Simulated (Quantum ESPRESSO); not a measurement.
# CeO2 (Fm-3m): zone-centre phonons

Aim: the zone-centre modes of CeO2 (Fm-3m).

Calculated with Quantum ESPRESSO 7.5; DFT LDA, scalar-relativistic, plane waves, JTH PAW pseudopotentials.

**What experiment says.**

For CeO2, cubic fluorite (NIST standard powder, 100 micrometre thin sample, 25 keV beam), “New synchrotron powder diffraction facility for long-duration experiments” (2017, pmc:5294393) gives, by synchrotron X-ray powder diffraction, refinement: lattice constant a (cubic a, average of weekly measurements over 17 weeks) 5.41168 ± 2e-05 Å [Average of repeated refinements on a certified reference powder (certified a = 5.41165 …].

“Probing individual layers in functional oxide multilayers by wavelength-dependent Raman scattering” (2012, arxiv:1205.3334) reports for CeO2, fluorite, by Raman scattering (strain-free reference powder, 300 K): Raman mode (F2g) about 465 cm⁻¹.

**1. The structure**

The structure is cubic, space group Fm-3m (No. 225). The conventional cell has a = 5.407 Å, b = 5.407 Å, c = 5.407 Å, α = 90.00°, β = 90.00°, γ = 90.00°. Nearest to Ce lie 8 O at 2.34 Å. O has 4 Ce at 2.34 Å nearest. Farther neighbours and most contacts between anions are not listed.

**2. A probe with smearing**

Before anything dear is run, a loose run with smearing shows whether this is a metal and how far the cell is from rest.

File probe.in:

```
&control
   calculation = 'scf'
   prefix = 'x'
   outdir = './tmp'
   pseudo_dir = './pseudo'
   tprnfor = .true.
   tstress = .true.
   verbosity = 'high'
/
&system
   ibrav = 0
   nat = 3
   ntyp = 2
   ecutwfc = 50.0
   ecutrho = 250.0
   occupations = 'smearing'
   smearing = 'gaussian'
   degauss = 0.01
/
&electrons
   conv_thr = 1.0d-07
   mixing_beta = 0.7
   electron_maxstep = 100
/
ATOMIC_SPECIES
 Ce    140.1160  Ce.upf
 O      15.9990  O.upf
CELL_PARAMETERS angstrom
     0.000000000    2.703650000    2.703650000
     2.703650000    0.000000000    2.703650000
     2.703650000    2.703650000    0.000000000
ATOMIC_POSITIONS crystal
 Ce     0.000000000   0.000000000   0.000000000
 O      0.250000000   0.250000000   0.250000000
 O      0.750000000   0.750000000   0.750000000
K_POINTS automatic
 6 6 6 0 0 0
```

Started as:

```bash
> OMP_NUM_THREADS=1 mpirun -n 4 pw.x -nk 4 -in probe.in > probe.out
```

The log of the run:

```text
[banners, grids, parts of the stress and lines that vanish by symmetry left out]
Program PWSCF v.7.5
     file Ce.upf: wavefunction(s)  6S 0P 5D 0D 0F renormalized
     file O.upf: wavefunction(s)  0S 2P 0P renormalized
[...]
kinetic-energy cutoff     =      50.0000  Ry
     charge density cutoff     =     250.0000  Ry
     scf convergence threshold =      1.0E-07
[...]
Exchange-correlation= SLA PW NOGX NOGC
                           (   1   4   0   0   0   0   0)
[...]
48 Sym. Ops., with inversion, found
[...]
(     0          1          0      )
                  (     0          0          1      )
[...]
( -0.0000000  1.0000000  0.0000000 )
                  ( -0.0000000  0.0000000  1.0000000 )
[...]
(     1          0         -1      )
                  (     0          0         -1      )
[...]
(     0          1         -1      )
[...]
( -1.0000000  0.0000000 -0.0000000 )
                  ( -0.0000000  1.0000000 -0.0000000 )
[...]
number of k points=    16  Gaussian smearing, width (Ry)=  0.0100
[...]
c_bands:  1 eigenvalues not converged
[...]
End of self-consistent calculation
[...]
the Fermi energy is    11.2164 ev
!    total energy              =    -550.80405274 Ry
[...]
convergence has been achieved in  29 iterations
[...]
atom    1 type  1   force =     0.00000000    0.00000000   -0.00000000
     atom    2 type  2   force =     0.00000000    0.00000000    0.00000000
     atom    3 type  2   force =     0.00000000    0.00000000    0.00000000
[...]
Total force =     0.000000     Total SCF correction =     0.000000
[...]
total   stress  (Ry/bohr**3)                   (kbar)     P=      -22.11
[...]
XML data file, charge density, pseudopotentials, collected wavefunctions

   JOB DONE.
```

The job ended after 14 s (4 MPI ranks of Arm Neoverse V2, shared host).

Read from the output:

| Quantity | Value |
| --- | --- |
| volume per atom | 13.18 Å³ |
| pressure | -2.211 GPa |
| gap on the k-mesh | 2.023 eV |

A gap of 2.0 eV opens on this mesh, so the crystal is taken as an insulator; the start stands at -2.2 GPa.

**3. Relaxing the cell and atoms**

Frequencies change by per cents with a per cent of volume, so the structure is first brought to rest at this level of theory.

File relax.in:

```
&control
   calculation = 'vc-relax'
   prefix = 'x'
   outdir = './tmp'
   pseudo_dir = './pseudo'
   tprnfor = .true.
   tstress = .true.
   forc_conv_thr = 2.0d-05
   etot_conv_thr = 1.0d-07
   nstep = 40
/
&system
   ibrav = 0
   nat = 3
   ntyp = 2
   ecutwfc = 50.0
   ecutrho = 250.0
   occupations = 'fixed'
   nbnd = 14
/
&electrons
   conv_thr = 1.0d-11
   mixing_beta = 0.7
   electron_maxstep = 100
/
&ions
/
&cell
   press_conv_thr = 0.2
/
ATOMIC_SPECIES
 Ce    140.1160  Ce.upf
 O      15.9990  O.upf
CELL_PARAMETERS angstrom
     0.000000000    2.703650000    2.703650000
     2.703650000    0.000000000    2.703650000
     2.703650000    2.703650000    0.000000000
ATOMIC_POSITIONS crystal
 Ce     0.000000000   0.000000000   0.000000000
 O      0.250000000   0.250000000   0.250000000
 O      0.750000000   0.750000000   0.750000000
K_POINTS automatic
 8 8 8 0 0 0
```

Started as:

```bash
> OMP_NUM_THREADS=1 mpirun -n 4 pw.x -nk 4 -in relax.in > relax.out
```

The log of the run:

```text
[banners, grids, parts of the stress and lines that vanish by symmetry left out]
[banner, memory and clock lines left out]
Program PWSCF v.7.5

[...]
kinetic-energy cutoff     =      50.0000  Ry
     charge density cutoff     =     250.0000  Ry
     scf convergence threshold =      1.0E-11
[...]
energy convergence thresh.=      1.0E-07
     force convergence thresh. =      2.0E-05
     press convergence thresh. =      2.0E-01
     Exchange-correlation= SLA PW NOGX NOGC
                           (   1   4   0   0   0   0   0)
[...]
48 Sym. Ops., with inversion, found
[...]
number of k points=    29
[...]
End of self-consistent calculation
[...]
highest occupied, lowest unoccupied level (ev):    10.5018   12.4087
!    total energy              =    -550.80405193 Ry
[...]
convergence has been achieved in  62 iterations
[...]
atom    1 type  1   force =     0.00000000    0.00000000   -0.00000000
     atom    2 type  2   force =     0.00000000    0.00000000    0.00000000
     atom    3 type  2   force =    -0.00000000    0.00000000    0.00000000
     Total force =     0.000000     Total SCF correction =     0.000000
[...]
total   stress  (Ry/bohr**3)                   (kbar)     P=      -22.42
[...]
number of bfgs steps    =   0
[...]
CELL_PARAMETERS (angstrom)
[...]
ATOMIC_POSITIONS (crystal)
Ce               0.0000000000       -0.0000000000        0.0000000000
O                0.2500000000        0.2500000000        0.2500000000
O                0.7500000000        0.7500000000        0.7500000000
[...]
New effective cutoffs (rho, wfc):  251.46   50.36
[...]
End of self-consistent calculation
[...]
highest occupied, lowest unoccupied level (ev):    10.6895   12.6280
!    total energy              =    -550.80428221 Ry
[...]
convergence has been achieved in  31 iterations
[...]
atom    1 type  1   force =    -0.00000000   -0.00000000    0.00000000
     atom    2 type  2   force =    -0.00000000   -0.00000000    0.00000000
     atom    3 type  2   force =     0.00000000    0.00000000   -0.00000000
     Total force =     0.000000     Total SCF correction =     0.000000
[...]
total   stress  (Ry/bohr**3)                   (kbar)     P=        0.35
[...]
number of bfgs steps    =   1
[...]
CELL_PARAMETERS (angstrom)
[...]
ATOMIC_POSITIONS (crystal)
Ce              -0.0000000000        0.0000000000       -0.0000000000
[...]
New effective cutoffs (rho, wfc):  251.43   50.36
[...]
End of self-consistent calculation
[...]
highest occupied, lowest unoccupied level (ev):    10.6866   12.6246
!    total energy              =    -550.80428226 Ry
[...]
convergence has been achieved in  57 iterations
[...]
atom    1 type  1   force =     0.00000000   -0.00000000    0.00000000
     atom    2 type  2   force =     0.00000000    0.00000000    0.00000000
     atom    3 type  2   force =     0.00000000    0.00000000    0.00000000
     Total force =     0.000000     Total SCF correction =     0.000000
[...]
total   stress  (Ry/bohr**3)                   (kbar)     P=       -0.01
[...]
bfgs converged in   3 scf cycles and   2 bfgs steps
[...]
End of BFGS Geometry Optimization
     Final enthalpy           =    -550.8042822648 Ry
     File ./tmp/x.bfgs deleted, as requested
[...]
CELL_PARAMETERS (angstrom)
[...]
ATOMIC_POSITIONS (crystal)
[...]
O                0.2500000000        0.2500000000        0.2500000000
O                0.7500000000        0.7500000000        0.7500000000
[...]
Final scf calculation at the relaxed structure.
[...]
kinetic-energy cutoff     =      50.0000  Ry
     charge density cutoff     =     250.0000  Ry
     scf convergence threshold =      1.0E-13
[...]
press convergence thresh. =      2.0E-01
     Exchange-correlation= SLA PW NOGX NOGC
                           (   1   4   0   0   0   0   0)
[...]
48 Sym. Ops., with inversion, found
[...]
number of k points=    29
[...]
c_bands:  2 eigenvalues not converged
     c_bands:  1 eigenvalues not converged
[...]
End of self-consistent calculation
[...]
highest occupied, lowest unoccupied level (ev):    10.6866   12.6246
!    total energy              =    -550.80420101 Ry
[...]
convergence has been achieved in  56 iterations
[...]
atom    1 type  1   force =     0.00000000    0.00000000    0.00000000
     atom    2 type  2   force =    -0.00000000    0.00000000    0.00000000
     atom    3 type  2   force =    -0.00000000   -0.00000000    0.00000000
     Total force =     0.000000     Total SCF correction =     0.000000
[...]
total   stress  (Ry/bohr**3)                   (kbar)     P=        0.17
[...]
XML data file, charge density, pseudopotentials, collected wavefunctions
```

The job ended after 2.2 min (4 MPI ranks).

Step by step:

| step | energy less that of the first step (eV) | largest force (eV/Å) | pressure (GPa) | volume (Å³) |
| --- | --- | --- | --- | --- |
| 1 | 0.0000 | 0.0000 | -2.24 | 39.53 |
| 2 | -0.0031 | 0.0000 | 0.03 | 39.08 |
| 3 | -0.0031 | 0.0000 | 0.00 | 39.08 |
| 4 | -0.0020 | 0.0000 | 0.02 | 39.08 |

| conventional cell, symmetrised | before | after | change |
| --- | --- | --- | --- |
| a (Å) | 5.407 | 5.387 | -0.4 % |
| b (Å) | 5.407 | 5.387 | -0.4 % |
| c (Å) | 5.407 | 5.387 | -0.4 % |
| volume (Å³/atom) | 13.18 | 13.03 | -1.1 % |

Final coordinates:

```
CELL_PARAMETERS angstrom
0.00000 2.69351 2.69351
2.69351 0.00000 2.69351
2.69351 2.69351 0.00000
ATOMIC_POSITIONS crystal
Ce 0.00000 0.00000 0.00000
O 0.25000 0.25000 0.25000
O 0.75000 0.75000 0.75000
```

The last row of the table of steps is pw.x's closing run on a basis chosen anew for the final cell, so its energy can jump.

Numbers from this step:

```yaml
volume_per_atom: 13.03 Å³
pressure: 0.017 GPa
gap_on_the_k_mesh: 1.938 eV
```

The volume changes by -1.1 % from the cell with which this run began.

**4. Self-consistent run for the response**

Perturbation theory inherits every error of the wavefunctions, so the threshold is set near the limit of the arithmetic. With a gap, occupations are fixed, which also allows the response to an electric field.

File scf.in:

```
&control
   calculation = 'scf'
   prefix = 'x'
   outdir = './tmp'
   pseudo_dir = './pseudo'
   tprnfor = .true.
   tstress = .true.
/
&system
   ibrav = 0
   nat = 3
   ntyp = 2
   ecutwfc = 50.0
   ecutrho = 250.0
   occupations = 'fixed'
   nbnd = 14
/
&electrons
   conv_thr = 1.0d-12
   mixing_beta = 0.7
   electron_maxstep = 100
/
ATOMIC_SPECIES
 Ce    140.1160  Ce.upf
 O      15.9990  O.upf
CELL_PARAMETERS angstrom
     0.000000000    2.693507018    2.693507018
     2.693507018    0.000000000    2.693507018
     2.693507018    2.693507018    0.000000000
ATOMIC_POSITIONS crystal
 Ce     0.000000000   0.000000000   0.000000000
 O      0.250000000   0.250000000   0.250000000
 O      0.750000000   0.750000000   0.750000000
K_POINTS automatic
 8 8 8 0 0 0
```

Started as:

```bash
> OMP_NUM_THREADS=1 mpirun -n 4 pw.x -nk 4 -in scf.in > scf.out
```

The log of the run:

```text
[banners, grids, parts of the stress and lines that vanish by symmetry left out]
[banner, memory and clock lines left out]
Program PWSCF v.7.5

[...]
kinetic-energy cutoff     =      50.0000  Ry
     charge density cutoff     =     250.0000  Ry
     scf convergence threshold =      1.0E-12
[...]
Exchange-correlation= SLA PW NOGX NOGC
                           (   1   4   0   0   0   0   0)
[...]
48 Sym. Ops., with inversion, found
[...]
number of k points=    29
[...]
End of self-consistent calculation
[...]
highest occupied, lowest unoccupied level (ev):    10.6866   12.6246
!    total energy              =    -550.80420101 Ry
[...]
convergence has been achieved in  54 iterations
[...]
atom    1 type  1   force =    -0.00000000    0.00000000   -0.00000000
     atom    2 type  2   force =    -0.00000000    0.00000000   -0.00000000
     atom    3 type  2   force =     0.00000000   -0.00000000    0.00000000
     Total force =     0.000000     Total SCF correction =     0.000000
[...]
total   stress  (Ry/bohr**3)                   (kbar)     P=        0.17
[...]
XML data file, charge density, pseudopotentials, collected wavefunctions
```

Elapsed: 39 s, on 4 MPI ranks.

The cell stands at 0.017 GPa, close enough for phonons.

(Continued in part 2 of 2.)

[Host names and launcher messages were left out of these logs when they were recorded.]

[Logs are printed without paths, hosts, clocks, repeated set-up lines and the standing remarks that a program may print on its own settings, such as how far it seeks lower states.]

[Hosts, paths, dates, database ids (printed as entryN), source tags and the programs' standing remarks are cut or masked in the printed files.]
